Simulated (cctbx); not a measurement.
**What resolution and counting buy: Tm3BeCrTe7**

Space group P6_3 (no. 173), a = 10.0580 Å, b = 10.0580 Å, c = 6.1920 Å, α = 90.00°, β = 90.00°, γ = 120.00°.

| atom | mult. | x | y | z | Ueq (Å²) |
| --- | --- | --- | --- | --- | --- |
| Tm1 | 6 | 0.6188 | 0.8562 | 0.2533 | 0.0116 |
| Te1 | 2 | 1/3 | 2/3 | 0.4848 | 0.0121 |
| Te2 | 6 | 0.4837 | 0.5842 | 0.9791 | 0.0112 |
| Te3 | 6 | 0.7733 | 0.9201 | 0.7249 | 0.0140 |
| Cr1 | 2 | 0 | 0 | 0.4714 | 0.0172 |
| Be1 | 2 | 1/3 | 2/3 | 0.8388 | 0.0294 |

The model is made up (kin elements in a known structure type, no relaxation), so it says nothing on whether the phase exists.

Five simulated data sets (cctbx; Ag Kα, λ = 0.56087 Å; 2 % proportional error) differ in resolution or exposure (noise floor 4 counts in the first three, 8 in the last two). Each is refined with the right model, isotropic at 1.1 Å and anisotropic otherwise. How do the figures of merit and the uncertainties move?

```csv
d min (Å),top counts,"⟨I/σ⟩ (unmerged, absences included)",unique,param. (scale apart),Rint,R1,GooF,largest s.u. xyz (fractional),s.u. U of Be1 (Å²),largest error (Å)
1.1,70000,39.0,284,18,0.014,0.0051,0.84,0.00198,0.0035,0.0091
0.84,70000,36.5,622,36,0.014,0.0055,0.85,0.00155,0.0026,0.0206
0.6,70000,21.8,1728,36,0.021,0.0098,0.90,0.00190,0.0022,0.0053
0.75,300,0.9,888,36,0.472,0.1449,0.96,0.06954,0.0571,0.0178
0.75,3000,5.5,888,36,0.088,0.0407,0.96,0.01415,0.0207,0.0260
```

The number of reflections grows roughly as 1/d³: 284, 622 and 1728 here. R1 follows the noise rather than the truth: at 300 counts it is 0.1449, at 3000 counts 0.0407, while GooF is 0.96 and 0.96: the weights 1/σ² carry the noise. The s.u. of U (U11 where anisotropic) for Be1 goes 0.0035, 0.0026, 0.0022 Å² with resolution and 0.0571, 0.0207 Å² with exposure.

Hardware for the 0.6 Å refinement: 0.39 s on 1 thread of Arm Neoverse V2, with other jobs on the host, peak memory 0.09 GiB.

[Logs are printed without paths, hosts, clocks, repeated set-up lines and the standing remarks that a program may print on its own settings, such as how far it seeks lower states.]
